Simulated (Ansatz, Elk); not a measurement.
**How far do independent atoms describe MoS?**

The structure of MoS used here is made up (a known structure type with other elements) and was relaxed beforehand with PBE. The aim is the Fourier transform of its all-electron density, F(hkl), set beside the sum over free spherical atoms that refinements use.

Calculated with Elk 11.2.3 (patched build); DFT, PBE, all-electron APW+lo, Dirac cores, scalar-relativistic bands, static density, no spin.

This account leaves out most program logs.

The structure was built from a prototype and need not be the compound's stable phase.

### Step 1. Starting point

The structure is cubic, space group Fm-3m (No. 225). The conventional cell has a = 4.956 Å, b = 4.956 Å, c = 4.956 Å, α = 90.00°, β = 90.00°, γ = 90.00°. Mo has 6 S at 2.48 Å nearest. S has 6 Mo at 2.48 Å nearest. Farther neighbours and most contacts between anions are not listed.

### Step 2. Ground state and structure factors

An all-electron density is needed, since X-rays see the cores too. Task 0 finds the density and task 195 Fourier-transforms it; tshift is off so that phases refer to the origin typed.

The input, elk.in:

```
tasks
  0
  195

xctype
  20

spinpol
  .false.

rgkmax
  7.0

gmaxvr
  14.0

lmaxo
  7

lmaxapw
  8

swidth
  0.002

tshift
  .false.

ramdisk
  .false.

hmaxvr
  5.5

maxscl
  120

epspot
  1e-06

sppath
  './'

avec
  -0.00000000000 4.68284884969 4.68284884969
  4.68284884969 -0.00000000000 4.68284884969
  4.68284884969 4.68284884969 -0.00000000000

atoms
  2
  'Mo.in'
  1
  0.5000000000 0.5000000000 0.5000000000   0.000000 0.000000 0.000000
  'S.in'
  1
  -0.0000000000 0.0000000000 0.0000000000   0.000000 0.000000 0.000000

ngridk
  8 8 8
```

Launch:

```
OMP_NUM_THREADS=4 elk
```

Elapsed: 7.6 s, on 4 threads of Arm Neoverse V1, shared host; peak memory 0.16 GiB.

SFACRHO.OUT:

```text

h k l indices transformed by vhmat matrix:
   1.000000000       0.000000000       0.000000000    
   0.000000000       1.000000000       0.000000000    
   0.000000000       0.000000000       1.000000000    

      h      k      l  multipl.   |H|            Re(F)            Im(F)           |F|

      0      0      0      1   0.0000000       58.000000     -0.41841253E-16   58.000000    
     -1      0      0      8   1.1619846      -22.456579     -0.19004139E-13   22.456579    
      0     -1     -1      6   1.3417442       44.032537      0.37111348E-13   44.032537    
     -1      1      0     12   1.8975129       38.198629      0.12608257E-13   38.198629    
     -1      1     -1     24   2.2250310      -18.489151      0.82784029E-14   18.489151    
      0      0     -2      8   2.3239691       34.784100      0.29959567E-13   34.784100    
      2      2      0      6   2.6834884       32.370551     -0.55805099E-13   32.370551    
     -2      1      0     24   2.9242637      -16.006037      0.76199387E-14   16.006037    
      1      2     -1     24   3.0002313       30.518954     -0.56940967E-14   30.518954    
      3      1      0     24   3.2865887       29.046492     -0.49774429E-13   29.046492    
     -1      2      2     24   3.4859537      -14.361986      0.77376415E-14   14.361986    
     -3     -3     -3      8   3.4859537      -14.466400     -0.23349015E-13   14.466400    
     -2      0      2     12   3.7950257       26.669604     -0.17607802E-13   26.669604    
     -1      2     -2     48   3.9689329      -13.376291     -0.19752796E-13   13.376291    
     -1     -1     -4     24   4.0252326       25.709257      0.83569025E-13   25.709257    
      0     -3     -3      6   4.0252326       25.630145      0.14188739E-13   25.630145    
     -3     -2      1     24   4.2429677       24.765905      0.91782464E-14   24.765905    
      4      3      4     24   4.3992026      -12.635906      0.90298070E-13   12.635906
```

Elk indexes on the primitive cell of elk.in and gives |H| = 4π sin θ/λ in inverse bohr. Below, one row stands for each form hkl of the conventional cell (m members, Friedel mates merged), F is for one primitive cell and the density is static (no thermal factor). Free-atom factors are Waasmaier and Kirfel's, and R is Σm||F|−|F'||/Σm|F|.

```tsv
hkl	m	sin θ/λ (Å⁻¹)	abs F, DFT	neutral atoms	diff.
111	8	0.175	22.457	22.696	-0.239
200	6	0.202	44.032	44.150	-0.117
220	12	0.285	38.199	38.331	-0.132
311	24	0.335	18.489	18.415	+0.075
222	8	0.349	34.784	34.773	+0.011
400	6	0.404	32.371	32.306	+0.065
331	24	0.440	16.006	15.869	+0.137
420	24	0.451	30.519	30.459	+0.060
422	24	0.494	29.047	28.988	+0.058
511	24	0.524	14.362	14.386	-0.024
333	8	0.524	14.466	14.386	+0.081
440	12	0.571	26.670	26.689	-0.020
531	48	0.597	13.376	13.415	-0.038
442	24	0.605	25.709	25.733	-0.024
600	6	0.605	25.630	25.733	-0.103
620	24	0.638	24.766	24.861	-0.095
533	24	0.662	12.636	12.680	-0.044
622	24	0.669	23.970	24.054	-0.084
```

### Step 3. The highest occupied states alone

An energy window below the Fermi level keeps the highest occupied states, to see at which angles they scatter; shallow core shells can lie inside it and anion s states outside. No new self-consistency is needed.

Edit elk.in of step 2 so:

```diff
@@ -1,3 +1,2 @@
 tasks
-  0
   195
@@ -40,2 +39,5 @@
 
+wsfac
+  0.060840 0.728330
+
 sppath
```

Launch:

```
OMP_NUM_THREADS=4 elk
```

Wall time 2.6 s (4 threads); peak memory 0.16 GiB.

States within 10 eV below the Fermi level hold 10.00 electrons; any levels below the window count with the cores. Their amplitudes can exceed the total, where window and core parts have opposite phase:

```tsv
hkl	sin θ/λ (Å⁻¹)	abs F, window	abs F, all
111	0.175	0.242	22.457
200	0.202	2.305	44.032
220	0.285	0.563	38.199
311	0.335	0.214	18.489
222	0.349	0.089	34.784
400	0.404	0.111	32.371
331	0.440	0.090	16.006
420	0.451	0.129	30.519
422	0.494	0.084	29.047
511	0.524	0.089	14.362
```

### Step 4. Another functional

The difference from free atoms is small, so it is set against the change that LDA (Perdew-Wang) makes.

Edit elk.in of step 3 so:

```diff
@@ -1,2 +1,3 @@
 tasks
+  0
   195
@@ -4,3 +5,3 @@
 xctype
-  20
+  3
 
@@ -39,5 +40,2 @@
 
-wsfac
-  0.060840 0.728330
-
 sppath
```

Launch:

```
OMP_NUM_THREADS=4 elk
```

The job ended after 4.5 s (4 threads; peak memory 0.16 GiB).

Against the first run R = 0.05 %; the largest change is -0.023 at 642.

### Step 5. A coarser k-mesh

About half the k-points along each axis test the sampling.

Edit elk.in of step 4 so:

```diff
@@ -5,3 +5,3 @@
 xctype
-  3
+  20
 
@@ -58,2 +58,2 @@
 ngridk
-  8 8 8
+  4 4 4
```

Launch:

```
OMP_NUM_THREADS=4 elk
```

Wall time 5.7 s (4 threads); peak memory 0.16 GiB; 10 s of CPU time.

Against the first run R = 0.03 %; the largest change is -0.029 at 400.

### Step 6. Basis size

A smaller basis shows how fast F responds to it; the change is likely larger than the basis error of the first run, but doesn't show convergence.

Edit elk.in of step 5 so:

```diff
@@ -11,3 +11,3 @@
 rgkmax
-  7.0
+  5.5
 
@@ -58,2 +58,2 @@
 ngridk
-  4 4 4
+  8 8 8
```

Launch:

```
OMP_NUM_THREADS=4 elk
```

Run time: 7.1 s. Hardware: 4 threads; peak memory 0.16 GiB.

Against the first run R = 0.04 %; the largest change is +0.046 at 222.

### Step 7. Settings against the effect

```tsv
run	R against the first run (%)	R against neutral atoms, low angle (%)	wall time
PBE, rgkmax 7	0.00	0.47	7.6 s
LDA (Perdew-Wang)	0.05	0.47	4.5 s
k-mesh 4×4×4	0.03	0.44	5.7 s
rgkmax 5.5	0.04	0.52	7.1 s
```

### Step 8. Outcome

| Quantity | Value |
| --- | --- |
| R against neutral atoms, sin θ/λ < 0.3 Å⁻¹ | 0.47 % |
| R against neutral atoms, 0.3 to 0.83 Å⁻¹ | 0.31 % |

What this shows: Independent neutral atoms miss the calculated amplitudes by R = 0.47 % below 0.3 Å⁻¹ and 0.31 % from there to 0.83 Å⁻¹; by shells, 0.47 % 0.15 to 0.3 (3 forms), 0.43 % 0.3 to 0.45 (4 forms), 0.29 % above 0.45 (20 forms). Bonding, aspherical density and the tables' own atoms all enter these figures, and the runs don't part them. The largest change of an amplitude is -0.24 electrons, at 111. The window's part falls from 10.0 electrons at the origin to at most 0.14 between 0.45 and 0.83 Å⁻¹. Below 0.3 Å⁻¹ the changes that finished (LDA (Perdew-Wang), k-mesh 4×4×4 and rgkmax 5.5) move F by R = 0.05 % at most, against the 0.47 % that separates it from free atoms. These runs have no spin, though d or f shells may be open. Part of the difference isn't bonding: the tables are fits to free atoms and ions calculated by other methods than this functional. Thermal motion, anomalous dispersion and extinction are left out.

[Logs are printed without paths, hosts, clocks, repeated set-up lines and the standing remarks that a program may print on its own settings, such as how far it seeks lower states.]

[Hosts, paths, dates, database ids (printed as entryN), source tags and the programs' standing remarks are cut or masked in the printed files.]
